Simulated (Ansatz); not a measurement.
# Rh(100) slab, 5 layers: phonons and vibrational spectra, part 2 of 3

Wanted: phonon frequencies of Rh(100) slab, 5 layers and what follows from them.

Ansatz 0.2.0; DFT LDA, scalar-relativistic, plane waves, PAW; PAW set soft_1.

So far. Step 2 (Rough relaxation): The program solves this slab on a cell height of its own, 39.0 Å, in place of the one typed.

### 4. Tight relaxation

Phonons need a cell at rest on their own settings, so the relaxation is repeated with tight tolerances on forces and stress on the k mesh and occupations of the first response run.

input.yaml

```yaml
crystal:
  lattice:
    - [1.8529102539, 1.8529102539, 0.0]
    - [-1.8529102539, 1.8529102539, 0.0]
    - [0.0, 0.0, 38.9999984]
  atoms:
    - { symbol: Rh, position: [0.0, 0.0, 0.1684903228] }
    - { symbol: Rh, position: [0.5, 0.5, 0.2151196843] }
    - { symbol: Rh, position: [0.0, 0.0, 0.2641025749] }
    - { symbol: Rh, position: [0.5, 0.5, 0.3130854655] }
    - { symbol: Rh, position: [0.0, 0.0, 0.3597148271] }
  periodic: [true, true, false]
kpoints:
  mp_grid: { grid: [16, 16, 1] }
hamiltonian:
  xc: lda
  pseudopotentials: { kind: paw, azcp: { folder: soft_1 }, xc_functional: pbe }
scf:
  occupations: { method: methfessel_paxton, width: 0.2 }
output:
  forces: true
  stress: true
  eigenvalues: true
  write_density: true
  write_potential: true
  elf: true
  volumetric_format: npy
relax:
  adjacent_minimum: "off"
  f_tol: 0.001
  max_steps: 60
  cell: { stress_2d_tol: 0.002 }
```

Launch:

```sh
ansatz run input.yaml --threads 8 --pin off --max-ram 16384MiB --backend cpu --events-out ev --progress --plain --runs-dir out
```

Numbers of over 12 decimals in the logs are rounded to 6 here.

Output:

```text
[...]
Crystal: 5 atoms, lattice volume = 267.796 Å³
Basis set: ecut = 420 eV, 5271 PW (Γ)
Bands: 51, of which v1, the nominal top of the filled ones, is band 43 counted from 1 (42 counted from 0)
Symmetry: 16 space group operations
[...]
k-points: 45 of 256
[...]
--- Relaxed structure (5 steps of the walk, 5 accepted, 2 SCFs on fresh bases) ---
[...]
cell:  # Å, volume = 267.2342 Å³
    - [1.850967, 1.850967, 0.0]
    - [-1.850967, 1.850967, 0.0]
    - [0.0, 0.0, 38.9999984]
  atoms:
    - { symbol: Rh, position: [0, 0, 0.168310] }
    - { symbol: Rh, position: [0.5, 0.5, 0.215008] }
    - { symbol: Rh, position: [0, 0, 0.264103] }
    - { symbol: Rh, position: [0.5, 0.5, 0.313197] }
    - { symbol: Rh, position: [0, 0, 0.359895] }
[key lines of the parts left out:]
SCF converged after 13 iterations
Free energy (F): -31390.791709 eV
Fermi energy:    -5.504082 eV
P = ½ c Tr σ = -0.0000 N/m
```

Run time: 46 s. Hardware: 8 threads of Arm Neoverse V2, shared host; peak memory 1.1 GiB; 5.9 min of CPU time.

Relaxation path:

```
step  energy less that of the first step (eV)  largest force component (eV/Å)  volume (Å³)
   1                                   0.0000                          0.0220       267.80
   2                                  -0.0004                          0.0186       267.15
   3                                  -0.0004                          0.0020       267.23
   4                                  -0.0004                          0.0004       267.24
  5*                                  -0.0003                          0.0004       267.24
   6                                  -0.0003                          0.0000       267.23
  7*                                  -0.0003                          0.0000       267.23
```

Relaxation steps marked * repeat the geometry before them on a plane-wave basis chosen anew for their cell, so energy and pressure can jump there.

Forces are held to the 16 operations that the run works with; a distortion that breaks them can't arise in this run.

```
cell as run  before  after  change
      a (Å)   2.620  2.618  -0.1 %
      b (Å)   2.620  2.618  -0.1 %
```

The relaxed structure:

```xyz
5
Lattice="1.8510 1.8510 0.0000 -1.8510 1.8510 0.0000 0.0000 0.0000 39.0000" Properties=species:S:1:pos:R:3
Rh    0.0000    0.0000    6.5641
Rh    0.0000    1.8510    8.3853
Rh    0.0000    0.0000   10.3000
Rh    0.0000    1.8510   12.2147
Rh    0.0000    0.0000   14.0359
```

Numbers from this step:

```
area per atom : 1.37 Å²
```

Electrostatic potential energy in the ac plane at fractional y = 0.000, with atoms of Rh within 0.2 Å of it. With pseudopotentials it is smooth inside the atoms' cores, unlike the true potential.

Ten even steps from '0' (-57 eV) to '9' (0 eV), each cell a mean:
```
99999999999999
99999999999999
99999999999999
99999999999999
99999999999999
99999999999999
99999999999999
99999999999999
99999999999999
99999999999999
99999999999999
99999999999999
99999999999999
99999999999999
77789999999877
00125788875210
99999888889999
00014788874100
88888888888888
23346788876433
45567899987655
99999999999999
99999999999999
99999999999999
```
Columns run along a (2.6 Å; values clipped at the 3rd and 97th percentile), rows up along c (39.0 Å). Atoms in or near the plane, at fractional coordinates: Rh at (0.00, 0.17), Rh at (0.00, 0.26), Rh at (0.00, 0.36).

Valence density in the ac plane at fractional y = 0.000, with atoms of Rh within 0.2 Å of it. It is the smooth field of the valence electrons, not physical close to the nuclei.

Ten steps, logarithmic in the rise over the least value, from '0' (0.00 × 1e0 e/Å³) to '9' (8.75 × 1e0 e/Å³), each cell a mean:
```
00000000000000
00000000000000
00000000000000
00000000000000
00000000000000
00000000000000
00000000000000
00000000000000
00000000000000
00000000000000
00000000000000
00000000000000
00000000000000
00000000000000
55432211122345
99876433346789
33333333333333
99976433346799
44433333333344
99875433345789
77654322234567
00000000000000
00000000000000
00000000000000
```
Columns run along a (2.6 Å), rows up along c (39.0 Å). Atoms in or near the plane, at fractional coordinates: Rh at (0.00, 0.17), Rh at (0.00, 0.26), Rh at (0.00, 0.36).

ELF in the ac plane at fractional y = 0.000, with atoms of Rh within 0.2 Å of it. It is the smooth field of the valence electrons, not physical close to the nuclei.

Values, 24 rows by 14 columns, each cell a mean:
```
0.00 0.00 0.00 0.00 0.00 0.00 0.00 0.00 0.00 0.00 0.00 0.00 0.00 0.00
0.00 0.00 0.00 0.00 0.00 0.00 0.00 0.00 0.00 0.00 0.00 0.00 0.00 0.00
0.00 0.00 0.00 0.00 0.00 0.00 0.00 0.00 0.00 0.00 0.00 0.00 0.00 0.00
0.00 0.00 0.00 0.00 0.00 0.00 0.00 0.00 0.00 0.00 0.00 0.00 0.00 0.00
0.00 0.00 0.00 0.00 0.00 0.00 0.00 0.00 0.00 0.00 0.00 0.00 0.00 0.00
0.00 0.00 0.00 0.00 0.00 0.00 0.00 0.00 0.00 0.00 0.00 0.00 0.00 0.00
0.00 0.00 0.00 0.00 0.00 0.00 0.00 0.00 0.00 0.00 0.00 0.00 0.00 0.00
0.00 0.00 0.00 0.00 0.00 0.00 0.00 0.00 0.00 0.00 0.00 0.00 0.00 0.00
0.00 0.00 0.00 0.00 0.00 0.00 0.00 0.00 0.00 0.00 0.00 0.00 0.00 0.00
0.00 0.00 0.00 0.00 0.00 0.00 0.00 0.00 0.00 0.00 0.00 0.00 0.00 0.00
0.00 0.00 0.00 0.00 0.00 0.00 0.00 0.00 0.00 0.00 0.00 0.00 0.00 0.00
0.00 0.00 0.00 0.00 0.00 0.00 0.00 0.00 0.00 0.00 0.00 0.00 0.00 0.00
0.00 0.00 0.00 0.00 0.00 0.00 0.00 0.00 0.00 0.00 0.00 0.00 0.00 0.00
0.02 0.02 0.02 0.02 0.02 0.02 0.02 0.02 0.02 0.02 0.02 0.02 0.02 0.02
0.28 0.27 0.24 0.20 0.17 0.17 0.19 0.20 0.19 0.17 0.17 0.20 0.24 0.27
0.62 0.61 0.55 0.47 0.36 0.27 0.25 0.26 0.25 0.27 0.36 0.47 0.55 0.61
0.20 0.20 0.21 0.23 0.25 0.26 0.27 0.27 0.27 0.26 0.25 0.23 0.21 0.20
0.66 0.64 0.58 0.47 0.35 0.25 0.24 0.27 0.24 0.25 0.35 0.47 0.58 0.64
0.25 0.25 0.24 0.24 0.24 0.25 0.27 0.27 0.27 0.25 0.24 0.24 0.24 0.25
0.52 0.51 0.47 0.41 0.33 0.26 0.24 0.26 0.24 0.26 0.33 0.41 0.47 0.51
0.41 0.39 0.36 0.30 0.24 0.21 0.22 0.24 0.22 0.21 0.24 0.30 0.36 0.39
0.04 0.04 0.04 0.04 0.03 0.04 0.04 0.04 0.04 0.04 0.03 0.04 0.04 0.04
0.00 0.00 0.00 0.00 0.00 0.00 0.00 0.00 0.00 0.00 0.00 0.00 0.00 0.00
0.00 0.00 0.00 0.00 0.00 0.00 0.00 0.00 0.00 0.00 0.00 0.00 0.00 0.00
```
Columns run along a (2.6 Å), rows up along c (39.0 Å). Atoms in or near the plane, at fractional coordinates: Rh at (0.00, 0.17), Rh at (0.00, 0.26), Rh at (0.00, 0.36).

The largest force component left is 0.012 meV/Å, within the tolerances set.

### 5. Linear response at the zone centre

The zone centre comes first: it holds the modes that light can see, as far as symmetry allows. No field response is asked, since the mesh shows no gap.

input.yaml, the sections that differ from step 4:

```yaml
crystal:
  lattice:
    - [1.8509673128, 1.8509673128, 0.0]
    - [-1.8509673128, 1.8509673128, 0.0]
    - [0.0, 0.0, 38.9999984]
  atoms:
    - { symbol: Rh, position: [0.0, 0.0, 0.1683103118] }
    - { symbol: Rh, position: [0.5, 0.5, 0.2150083377] }
    - { symbol: Rh, position: [0.0, 0.0, 0.2641025749] }
    - { symbol: Rh, position: [0.5, 0.5, 0.3131968122] }
    - { symbol: Rh, position: [0.0, 0.0, 0.359894838] }
  periodic: [true, true, false]
output:
  eigenvalues: true
phonons:
  method: dfpt
# kpoints, hamiltonian, scf: as in step 4
# relax: removed
```

Output:

```text
Warning: crystal.symmetry: narrowed to the stabiliser of the run's FFT grids — unitary ops 16 → 8. A phonons.method: dfpt run fills in the rows of the dynamical matrix that it does not solve by its symmetry operations, which is exact only for operations that map its FFT grids onto themselves: filled in by any other, the frequencies could depend on the order in which like atoms are typed, or, by more than the grids' own error, on where the crystal sits among the grids' points. Excluded: 8 operations. The run can therefore solve more perturbations, solve them on more k-points, or both, and cost more. [rest of the remark cut]
[...]
Crystal: 5 atoms, lattice volume = 267.234 Å³
Basis set: ecut = 420 eV, 5263 PW (Γ), exchange–correlation on 36×36×540 points (8 copies of the dense FFT grid, shifted against one another)
Bands: 51, of which v1, the nominal top of the filled ones, is band 43 counted from 1 (42 counted from 0)
Symmetry: 16 space group operations
k-points: 73 of 256 (irreducible under 2 space group operations, time reversal used)
[...]
SCF iter   1: F=—  HF=-31393.653811 eV  |F-HF|=—  |Δ(HF+E_count)|=         —  Δρ=5.72e-2  dr2=9.00e0  ethr=3.10e-3  ⟨swp⟩=17.2  Hψ=27533  notcnv=0
[...]
SCF iter  13: F=-31390.791651 eV  HF=-31390.791651 eV  |F-HF|=5.75e-10  |Δ(HF+E_count)|=   5.02e-9  S|Δr|=    0.00e0  Δρ=3.80e-8  dr2=7.23e-12  ethr=1.00e-12  ⟨swp⟩=20.6  Hψ=34004  notcnv=0
SCF 1 converged in 13 iterations: F = -31390.791651 eV  dr2 = 7.23e-12
[...]
DFPT response loops at Γ: preconditioner auto → none (partly filled bands, converged f_vac=0.713); β = 0.50; Broyden in place of MSR1
SCF converged after 13 iterations
[...]
Free energy (F): -31390.791651 eV
[...]
Internal energy: -31390.797170 eV  (E = F + TS)
E sigma→0 (E₀):  -31390.793031 eV
Entropy (-TS):   0.005519 eV (1.104 meV/atom)
Fermi energy:    -5.504185 eV
[...]
--- Band table (eV; the first three rows and the last of 73) ---
  k-point 0: bands = [... 39 lower, -6.3223, -6.2901, -6.0431, -5.4269, -5.3260, -5.3260, -4.9093, -4.7918, ... 4 higher]
  k-point 1: bands = [... 39 lower, -6.3811, -5.9794, -5.8300, -5.7299, -5.6965, -5.1230, -5.0769, -5.0215, ... 4 higher]
  k-point 2: bands = [... 39 lower, -6.5673, -6.1571, -6.0838, -6.0027, -5.9385, -5.1908, -5.1623, -4.9649, ... 4 higher]
  k-point 72: bands = [... 39 lower, -5.0441, -4.3589, -4.3575, -4.2541, -3.8012, -3.8012, -1.0152, -1.0152, ... 4 higher]
--- Phonons (Γ-DFPT): 10 representative perturbations + reference, on 73 of 256 k-points (Σ response iterations 57) ---
  ASR residual: 1.166e-4 → 0.000e0 eV/Å²; symmetrization residual: 3.914e-5 eV/Å²
  The last average, over the group as it would stand without the narrowing to the FFT grids, took up to 4.021e-5 eV/Å² of the zone centre's force constants
  ASR residual per site (eV/Å²): 5.48e-5 1.17e-4 2.80e-5 1.06e-4 2.72e-5
  Γ frequencies (cm⁻¹): 0.00 0.00 0.00 70.04 70.04 107.14 129.28 129.28 177.29 177.29 190.36 190.36 194.55 242.99 245.43
  non-analytic LO–TO correction: not included (Born effective charges unavailable; polar crystals: no LO–TO splitting at Γ)
```

Elapsed: 3.8 min, on 8 threads; peak memory 2.9 GiB.

This step gave:

- sum-rule residual before enforcement: 1.17e-4 eV/Å²
- point group: 4/mmm
- highest optical mode at the zone centre (no LO-TO term): 245.4 cm⁻¹
- lowest optical zone-centre mode: 70.04 cm⁻¹

Patterns of degenerate modes are one choice out of their space. Modes at Γ:

```
mode  frequency (cm⁻¹)  symmetry
   1               0.0  acoustic
   2               0.0  acoustic
   3               0.0  acoustic
   4              70.0        Eg
   5              70.0        Eg
   6             107.1       A1g
   7             129.3        Eu
   8             129.3        Eu
   9             177.3        Eg
  10             177.3        Eg
  11             190.4        Eu
  12             190.4        Eu
  13             194.6       A2u
  14             243.0       A1g
  15             245.4       A2u
```

Displacements in mode 5 (70.0 cm⁻¹), the largest set to 1:
```
Rh1  0.00  1.00  0.00
Rh2  0.00  0.70  0.00
Rh3  0.00  0.00  0.00
Rh4  0.00 -0.70  0.00
Rh5  0.00 -1.00  0.00
```

Displacements in mode 14 (243.0 cm⁻¹), the largest set to 1:
```
Rh1  0.00  0.00 -0.65
Rh2  0.00  0.00  1.00
Rh3  0.00  0.00  0.00
Rh4  0.00  0.00 -1.00
Rh5  0.00  0.00  0.65
```

Before it was imposed, the acoustic sum rule was missed by 1.2e-4 eV/Å². Small misses are needed for a sound result but don't prove that mesh and cutoff are converged. The lowest optical mode is real, 70.0 cm⁻¹.

(Part 2 of 3 ends here.)

[Logs are printed without paths, hosts, clocks, repeated set-up lines and the standing remarks that a program may print on its own settings, such as how far it seeks lower states.]

[Hosts, paths, dates, database ids (printed as entryN), source tags and the programs' standing remarks are cut or masked in the printed files.]
